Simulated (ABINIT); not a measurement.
# Selenium (P3_121, 3 atoms a cell): G0W0 with ABINIT, start to end, part 3 of 3

How does a plane-wave GW calculation on Selenium (P3_121, 3 atoms a cell) run from the first input to the gap?

ABINIT 10.8.3; PBE and many-body steps on it, plane waves. Known limits of the many-body steps: not at the basis limit; no spin-orbit coupling; coarse k mesh.

So far. Step 4 (Empty states on the mesh, 3×3×2 mesh, 105 bands): On this mesh the gap is 1.265 eV. The earlier step found 1.036 eV, so this mesh misses an edge. Step 5 (Screening, 3×3×2 mesh, 97 bands, screening to 108.8 eV): Local fields lower ε∞ by 12 %. On a Γ-centred mesh this coarse the value itself is usually too large, while a short band sum pulls it down.

## (6) Self-energy, 3×3×2 mesh, 97 bands, screening to 108.8 eV

The self-energy is evaluated for the states that the input lists, and the levels follow from it, in one-shot runs by the linearised quasiparticle equation.

This step: G0W0 on PBE, plane waves, norm-conserving pseudopotentials.

run.abi

```
acell 3*1.0 Angstrom
rprim 
  4.366199999998 0.000000000000 0.000000000000
  -2.183099999999 3.781240118002 0.000000000000
  0.000000000000 0.000000000000 4.953600000000
ntypat 1
znucl 34
natom 3
typat 1 1 1
xred 
  0.225400000000 0.000000000000 0.333333333333
  0.000000000000 0.225400000000 0.666666666667
  0.774600000000 0.774600000000 0.000000000000
pp_dirpath "pseudos"
pseudos "Se.upf"
ecut 48
ngkpt 3 3 2
nshiftk 1
shiftk 0 0 0
kptopt 1
chksymbreak 0
istwfk *1
occopt 1
irdwfk 1
optdriver 4
nband 97
gwcalctyp 0
ecutsigx 48
symsigma 1
nkptgw 2
kptgw 
  0.3333333333 0.3333333333 0.5000000000
  0.0000000000 0.0000000000 0.0000000000
bdgw 
  35 39
  34 38
ecuteps 4
irdscr 1
ppmodel 1
indata_prefix "in"
outdata_prefix "out"
tmpdata_prefix "tmp"
```

On the command line:

```console
$ OMP_NUM_THREADS=1 mpirun -n 4 abinit run.abi > log
```

Numbers of over 12 decimals in the logs are rounded to 6 here.

What it wrote:

```text
.Version 10.8.3 of ABINIT. v10.8.2 released Aug 2026.

 Symmetries : space group P3_1 2 1 (#152); Bravais hP (primitive hexag.)
[... echo of the input left out ...]
== DATASET  1 ==================================================================
-   mpi_nproc: 4, omp_nthreads: 1 (-1 if OMP is not activated)

--- !DatasetInfo
iteration_state: {dtset: 1, }
dimensions: {natom: 3, nkpt: 6, mband: 97, nsppol: 1, nspinor: 1, nspden: 1, mpw: 8799, }
cutoff_energies: {ecut:  48.0, pawecutdg:  -1.0, }
electrons: {nelect:   7.20000000E+01, charge:   0.00000000E+00, occopt:   1.00000000E+00, tsmear:   1.00000000E-02, }

 SIGMA: Calculation of the GW corrections

 Based on a program developped by R.W. Godby, V. Olevano, G. Onida, and L. Reining.
 Incorporated in ABINIT by V. Olevano, G.-M. Rignanese, and M. Torrent.
.Using double precision arithmetic ; gwpc =  8

[... cell and pseudopotentials left out ...]
--------------------------------------------------------------------------------

 ==== K-mesh for the wavefunctions ====
 Number of points in the irreducible wedge :     6
[... list of points left out ...]
 Together with  6 symmetry operations and time-reversal symmetry
 yields    18 points in the full Brillouin Zone.

 ==== Q-mesh for screening function ====
 Number of points in the irreducible wedge :     6
[... list of points left out ...]
 Together with  6 symmetry operations and time-reversal symmetry
 yields    18 points in the full Brillouin Zone.

 vcoul_init : cutoff-mode = AUXILIARY_FUNCTION
 q-points for optical limit:   1
     1)      0.000010    0.000020    0.000030
 setmesh: FFT mesh size selected  =    45x   45x   60
          total number of points  =       121500

 Number of electrons calculated from density =   72.0000; Expected =   72.0000
 average of density, n =  0.130460
 r_s =    1.2231
 omega_plasma =   34.8413 [eV]

 === KS Band Gaps ===
  >>>> For spin  1
   Minimum direct gap =   1.2655 [eV], located at k-point      :   0.3333  0.3333  0.5000
   Fundamental gap    =   1.2655 [eV], Top of valence bands at :   0.3333  0.3333  0.5000
                                       Bottom of conduction at :   0.3333  0.3333  0.5000
 SIGMA fundamental parameters:
 PLASMON POLE MODEL  1
 number of plane-waves for SigmaX                 8795
 number of plane-waves for SigmaC and W            225
 number of plane-waves for wavefunctions          8795
 number of bands                                    97
 number of independent spin polarizations            1
 number of spinorial components                      1
 number of k-points in IBZ                           6
 number of q-points in IBZ                           6
 number of symmetry operations                       6
 number of k-points in BZ                           18
 number of q-points in BZ                           18
 number of frequencies for dSigma/dE                 9
 frequency step for dSigma/dE [eV]                0.25
 number of omega for Sigma on real axis              0
 max omega for Sigma on real axis  [eV]           0.00
 zcut for avoiding poles [eV]                     0.10

 EPSILON^-1 parameters (SCR file):
 dimension of the eps^-1 matrix on file            225
 dimension of the eps^-1 matrix used               225
 number of plane-waves for wavefunctions          8795
 number of bands                                    97
 number of q-points in IBZ                           6
 number of frequencies                               2
 number of real frequencies                          1
 number of imag frequencies                          1

 matrix elements of self-energy operator (all in [eV])

 Perturbative Calculation

--- !SelfEnergy_ee
iteration_state: {dtset: 1, }
kpoint     : [   0.333,    0.333,    0.500, ]
spin       : 1
KS_gap     :    1.265
QP_gap     :    1.916
Delta_QP_KS:    0.650
data: !SigmaeeData |
     Band     E0 <VxcDFT>   SigX SigC(E0)      Z dSigC/dE  Sig(E)    E-E0       E
       35   4.063 -14.649 -16.594   2.025   0.783  -0.278 -14.587   0.063   4.125
       36   4.063 -14.649 -16.594   2.025   0.783  -0.278 -14.587   0.063   4.125
       37   5.328 -14.104  -9.979  -3.220   0.787  -0.270 -13.391   0.713   6.041
       38   7.001 -14.217  -9.622  -3.521   0.784  -0.276 -13.375   0.842   7.843
       39   7.001 -14.217  -9.622  -3.521   0.784  -0.276 -13.375   0.842   7.843

--- !SelfEnergy_ee
iteration_state: {dtset: 1, }
kpoint     : [   0.000,    0.000,    0.000, ]
spin       : 1
KS_gap     :    2.307
QP_gap     :    3.125
Delta_QP_KS:    0.819
data: !SigmaeeData |
     Band     E0 <VxcDFT>   SigX SigC(E0)      Z dSigC/dE  Sig(E)    E-E0       E
       34   2.238 -13.221 -16.292   2.852   0.770  -0.299 -13.389  -0.169   2.069
       35   2.238 -13.221 -16.292   2.852   0.770  -0.299 -13.389  -0.169   2.069
       36   3.870 -14.182 -16.767   2.533   0.777  -0.286 -14.223  -0.041   3.829
       37   6.177 -14.122  -9.738  -3.393   0.785  -0.274 -13.344   0.778   6.955
       38   6.177 -14.122  -9.738  -3.393   0.785  -0.274 -13.344   0.778   6.955

== END DATASET(S) ==============================================================
================================================================================

 -outvars: echo values of variables after computation  --------
           etotal      0.0000000000E+00
            nband          97
             nkpt           6
          spgroup         152
 [... the other variables as echoed above ...]

 Calculation completed.
```

Run time: 8.8 s. Hardware: 4 MPI ranks of Arm Neoverse V1, shared host; peak memory 1.1 GiB.

This step gave:

```
G0W0 gap on the points computed              : 1.916 eV
starting gap on the mesh                     : 1.265 eV
k of the valence top                         : 0.3333, 0.3333, 0.5
k of the conduction bottom                   : 0.3333, 0.3333, 0.5
Z at the valence top                         : 0.783
Z at the conduction bottom                   : 0.787
least direct G0W0 gap on the computed points : 1.916 eV
```

The gap on the mesh goes from 1.27 eV to 1.92 eV, a correction of +0.65 eV. The start differs from the 1.04 eV found before because the two sample other k points.

Limits: finite bands, cutoff and mesh; no spin-orbit coupling; coarse k mesh. v1 is the top filled band, c1 the lowest empty one. The levels before and after the correction (eV, zero at the valence-band top of each column):

```csv
,conduction bottom,valence top
Kohn-Sham,1.27,0.00
G0W0,1.92,0.00
```

```csv
,level,energy (eV)
Kohn-Sham,(0.333 0.333 0.5) v2-v1,0.000
Kohn-Sham,(0.333 0.333 0.5) c1,1.265
Kohn-Sham,(0.333 0.333 0.5) c2-c3,2.938
G0W0,(0.333 0.333 0.5) v2-v1,0.000
G0W0,(0.333 0.333 0.5) c1,1.916
G0W0,(0.333 0.333 0.5) c2-c3,3.718
```

## (7) Where the time went

Times are wall times on 4 MPI ranks of Arm Neoverse V1, shared host, good to a factor of about two.

```csv
step,time,share,memory (GiB)
ground state,89 s,27 %,0.51
bands along the symmetry lines,2.2 min,41 %,0.73
empty states on the mesh,46 s,14 %,0.41
screening,48 s,15 %,1.6
self-energy,8.8 s,3 %,1.1
```

## (8) Results

```yaml
pbe_gap: 1.04 eV, indirect
g0w0_gap_on_the_mesh: 1.92 eV
g0w0_gap_over_the_zone_rigid_shift: 1.69 eV
gw_settings: 3×3×2 mesh, 97 bands, screening to 108.8 eV, Godby-Needs plasmon pole
known_limits: not at the basis limit; no spin-orbit coupling; coarse k mesh
```

**Reading.** G0W0 moves the gap on the mesh from 1.27 eV to 1.92 eV (+0.65 eV), with Z of 0.78 and 0.79 at the edges. The mesh misses the band edges by 0.23 eV in all; a rigid shift gives 1.69 eV for the zone. Local fields lower the RPA ε∞ on this mesh from 17.81 to 15.65; a Γ-centred mesh this coarse tends to raise both, most where the direct gap is narrow, while a short band sum lowers them. Only 2 of the mesh's irreducible points were corrected, so a valley elsewhere could overtake. Against experiment, by G0W0@PBE: the gap of 1.69 eV lies +0.01 eV from the measured 1.68 eV (electronic, 78 K, 2023); the gap of 1.69 eV lies −0.26 eV from the measured 1.95 ± 0.04 eV (optical, 2017). An exciton line or allowed optical edge lies below the quasiparticle gap by the binding energy; a forbidden edge can push the onset above it. The calculation has static nuclei and no excitons; a measured gap holds zero-point and thermal motion, which mostly lowers it. Bands and cutoff are finite, so the gap is not at the basis limit. The miss can reach some tenths of an eV and take either sign; the mesh is an error of its own. In the G0W0 run levels were corrected at 2 k points alone, so a gap called «on the mesh» is the least over those, and an edge elsewhere would be missed. A denser mesh or path gives a starting gap of 1.04 eV: the GW mesh misses a band edge, so its gaps are not the fundamental one. The 3×3×2 mesh is coarse for this cell, which bears on the long-range parts of exchange and screening. The many-body steps are scalar-relativistic: spin-orbit coupling is not in them.

[Paths, hosts, dates, memory and timing lines, banners, echoed tables and standing remarks are left out of the program output.]

[Logs are printed without paths, hosts, clocks, repeated set-up lines and the standing remarks that a program may print on its own settings, such as how far it seeks lower states.]

[Runs of the session that timed out or met a known fault of the program may be left out.]

[Hosts, paths, dates, database ids (printed as entryN), source tags and the programs' standing remarks are cut or masked in the printed files.]

[G0W0 gaps are taken among the corrected bands and points alone; a level outside them can change the order at an edge.]

[Where Ansatz stands beside ABINIT at settings called matched, ABINIT's density can come from a denser mesh and the files from another edition; pairs whose starting gaps differed by over 0.03 eV were left out, so agreement reads better than it is.]
